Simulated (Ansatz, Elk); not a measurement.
## Bonding as seen by X-rays: MgBe3S4

The structure of MgBe3S4 used here is made up (a known structure type with other elements) and was relaxed beforehand with PBE. The aim is the Fourier transform of its all-electron density, F(hkl), set beside the sum over free spherical atoms that refinements use.

Main program and level: Elk 11.2.3 (patched build); DFT, PBE, all-electron APW+lo, Dirac cores, scalar-relativistic bands, static density, no spin.

This account leaves out most program logs.

The structure was built from a prototype and need not be the compound's stable phase.

### 1. Set-up

Symmetry: P-43m, No. 215, cubic system. The conventional cell has a = 5.093 Å, b = 5.093 Å, c = 5.093 Å, α = 90.00°, β = 90.00°, γ = 90.00°. Nearest to S lie 3 Be at 2.16 Å and 1 Mg at 2.37 Å. Mg has 4 S at 2.37 Å nearest. Nearest to Be lie 4 S at 2.16 Å. Farther neighbours and most contacts between anions are not listed.

### 2. Ground state and structure factors

An all-electron density is needed, since X-rays see the cores too. Task 0 finds the density and task 195 Fourier-transforms it; tshift is off so that phases refer to the origin typed.

Input file elk.in:

```
tasks
  0
  195

xctype
  20

spinpol
  .false.

rgkmax
  7.0

gmaxvr
  14.0

lmaxo
  7

lmaxapw
  8

swidth
  0.002

tshift
  .false.

ramdisk
  .false.

hmaxvr
  5.5

maxscl
  120

epspot
  1e-06

sppath
  './'

avec
  9.62381274510 -0.00000000000 -0.00000000000
  -0.00000000000 9.62381274510 -0.00000000000
  -0.00000000000 -0.00000000000 9.62381274510

atoms
  3
  'S.in'
  4
  0.2314997910 0.2314997910 0.2314997910   0.000000 0.000000 0.000000
  0.2314997910 0.7685002090 0.7685002090   0.000000 0.000000 0.000000
  0.7685002090 0.2314997910 0.7685002090   0.000000 0.000000 0.000000
  0.7685002090 0.7685002090 0.2314997910   0.000000 0.000000 0.000000
  'Mg.in'
  1
  0.5000000000 0.5000000000 0.5000000000   0.000000 0.000000 0.000000
  'Be.in'
  3
  0.5000000000 -0.0000000000 -0.0000000000   0.000000 0.000000 0.000000
  -0.0000000000 0.5000000000 -0.0000000000   0.000000 0.000000 0.000000
  -0.0000000000 0.0000000000 0.5000000000   0.000000 0.000000 0.000000

ngridk
  5 5 5
```

Run with:

```bash
$ OMP_NUM_THREADS=4 elk
```

Run time: 21 s. Hardware: 4 threads of AMD EPYC 9B45 (Zen 5), shared host; peak memory 0.23 GiB; 56 s of CPU time.

SFACRHO.OUT:

```text

h k l indices transformed by vhmat matrix:
   1.000000000       0.000000000       0.000000000    
   0.000000000       1.000000000       0.000000000    
   0.000000000       0.000000000       1.000000000    

      h      k      l  multipl.   |H|            Re(F)            Im(F)           |F|

      0      0      0      1   0.0000000       87.999998      0.91052418E-15   87.999998    
      0      0      1      6  0.65287901     -0.68720854      0.91451175E-14  0.68720854    
      0     -1      1     12  0.92331035       7.7768576      0.12164717E-14   7.7768576    
     -1     -1     -1      4   1.1308196      -16.293873       47.806708       50.507144    
      1     -1     -1      4   1.1308196      -16.293873      -47.806708       50.507144    
      0      0     -2      6   1.3057580      -28.881855      0.38746463E-13   28.881855    
     -1     -2      0     24   1.4598818      -11.223073     -0.18544305E-13   11.223073    
     -2      1      1     12   1.5992204       5.6602165       9.1471999       10.756827    
      1      2      1     12   1.5992204       5.6602165      -9.1471999       10.756827    
     -2      2      0     12   1.8466207       48.465085      0.14360378E-13   48.465085    
     -2      1     -2     12   1.9586370      -1.8812189      -1.9886157       2.7374399    
      2      1     -2     12   1.9586370      -1.8812189       1.9886157       2.7374399    
     -3      0      0      6   1.9586370      -18.170149     -0.10109992E-15   18.170149    
      0      3     -1     24   2.0645847       4.2276905     -0.68479257E-14   4.2276905    
      3     -1      1     12   2.1653547      -11.986353      -31.838574       34.020104    
      1     -3     -1     12   2.1653547      -11.986353       31.838574       34.020104    
      2      2      2      4   2.2616392      -19.336928      0.31446497       19.339485    
      2      2     -2      4   2.2616392      -19.336928     -0.31446497       19.339485
```

Elk indexes on the primitive cell of elk.in and gives |H| = 4π sin θ/λ in inverse bohr. Below, one row stands for each form hkl of the conventional cell (m members, Friedel mates merged), F is for one primitive cell and the density is static (no thermal factor). Free-atom factors are Waasmaier and Kirfel's, and R is Σm||F|−|F'||/Σm|F|.

```csv
hkl,m,sin θ/λ (Å⁻¹),"abs F, DFT",neutral atoms,diff.,abs of complex diff.
100,6,0.098,0.687,0.818,-0.131,0.131
110,12,0.139,7.777,7.813,-0.036,0.036
111,8,0.170,50.507,49.518,+0.989,0.990
200,6,0.196,28.882,28.587,+0.295,0.295
210,24,0.220,11.223,11.309,-0.086,0.086
211,24,0.240,10.757,10.886,-0.130,0.159
220,12,0.278,48.465,48.574,-0.109,0.109
221,24,0.294,2.737,2.635,+0.102,0.103
300,6,0.294,18.170,18.278,-0.108,0.108
310,24,0.310,4.228,4.233,-0.006,0.006
311,24,0.326,34.020,34.411,-0.391,0.402
222,8,0.340,19.339,19.510,-0.170,0.196
320,24,0.354,5.868,5.904,-0.037,0.037
321,48,0.367,9.416,9.439,-0.022,0.109
400,6,0.393,38.930,39.217,-0.287,0.287
410,24,0.405,1.433,1.385,+0.049,0.049
322,24,0.405,14.773,14.816,-0.043,0.143
330,12,0.416,8.121,8.098,+0.022,0.022
```

### 3. The highest occupied states alone

An energy window below the Fermi level keeps the highest occupied states, to see at which angles they scatter; shallow core shells can lie inside it and anion s states outside. No new self-consistency is needed.

Changes to elk.in since step 2:

```diff
@@ -1,3 +1,2 @@
 tasks
-  0
   195
@@ -40,2 +39,5 @@
 
+wsfac
+  -0.389460 0.461780
+
 sppath
```

Run with:

```bash
$ OMP_NUM_THREADS=4 elk
```

The job ended after 6.1 s (4 threads; peak memory 0.18 GiB; 6.9 s of CPU time).

States within 15 eV below the Fermi level hold 32.00 electrons; any levels below the window count with the cores. Their amplitudes can exceed the total, where window and core parts have opposite phase:

```csv
hkl,sin θ/λ (Å⁻¹),"abs F, window","abs F, all"
100,0.098,2.435,0.687
110,0.139,0.153,7.777
111,0.170,10.388,50.507
200,0.196,6.481,28.882
210,0.220,0.379,11.223
211,0.240,0.844,10.757
220,0.278,1.620,48.465
221,0.294,0.137,2.737
300,0.294,0.325,18.170
310,0.310,0.011,4.228
```

### 4. Another functional

The difference from free atoms is small, so it is set against the change that LDA (Perdew-Wang) makes.

Changes to elk.in since step 3:

```diff
@@ -1,2 +1,3 @@
 tasks
+  0
   195
@@ -4,3 +5,3 @@
 xctype
-  20
+  3
 
@@ -39,5 +40,2 @@
 
-wsfac
-  -0.389460 0.461780
-
 sppath
```

Run with:

```bash
$ OMP_NUM_THREADS=4 elk
```

Run time: 16 s. Hardware: 4 threads; peak memory 0.22 GiB.

Against the first run R = 0.19 %; the largest change is -0.080 at 620.

### 5. Basis size

The basis and the expansions that go with it are enlarged, to see whether the differences are converged.

Changes to elk.in since step 4:

```diff
@@ -5,3 +5,3 @@
 xctype
-  3
+  20
 
@@ -11,12 +11,12 @@
 rgkmax
-  7.0
+  8.5
 
 gmaxvr
-  14.0
+  18.0
 
 lmaxo
-  7
+  9
 
 lmaxapw
-  8
+  10
```

Run with:

```bash
$ OMP_NUM_THREADS=4 elk
```

Wall time 69 s (4 threads); peak memory 0.54 GiB.

Against the first run R = 0.00 %; the largest change is -0.004 at 333.

### 6. Settings against the effect

```csv
run,R against the first run (%),"R against neutral atoms, low angle (%)",wall time
"PBE, rgkmax 7",0.00,1.05,21 s
LDA (Perdew-Wang),0.19,0.98,16 s
rgkmax 8.5 with larger expansions,0.00,1.04,69 s
```

### 7. Summary of results

| Property | Result |
| --- | --- |
| R against neutral atoms, sin θ/λ < 0.3 Å⁻¹ | 1.05 % |
| R against neutral atoms, 0.3 to 0.82 Å⁻¹ | 0.29 % |

In words: Independent neutral atoms miss the calculated amplitudes by R = 1.05 % below 0.3 Å⁻¹ and 0.29 % from there to 0.82 Å⁻¹; by shells, 1.25 % below 0.15 Å⁻¹ (2 forms), 1.04 % 0.15 to 0.3 (7 forms), 0.51 % 0.3 to 0.45 (13 forms), 0.25 % above 0.45 (69 forms). Bonding, aspherical density and the tables' own atoms all enter these figures, and the runs don't part them. The largest change of an amplitude is +0.99 electrons, at 111. R counts amplitudes alone; phases shift too. Weak lines can change much in proportion: 100 goes from 0.82 to 0.69. The window's part falls from 32.0 electrons at the origin to at most 0.45 between 0.45 and 0.82 Å⁻¹. Below 0.3 Å⁻¹ the changes that finished (LDA (Perdew-Wang) and rgkmax 8.5 with larger expansions) move F by R = 0.07 % at most, against the 1.05 % that separates it from free atoms. The k-mesh has no finished test. Part of the difference isn't bonding: the tables are fits to free atoms and ions calculated by other methods than this functional. Thermal motion, anomalous dispersion and extinction are left out.

[Logs are printed without paths, hosts, clocks, repeated set-up lines and the standing remarks that a program may print on its own settings, such as how far it seeks lower states.]

[Hosts, paths, dates, database ids (printed as entryN), source tags and the programs' standing remarks are cut or masked in the printed files.]
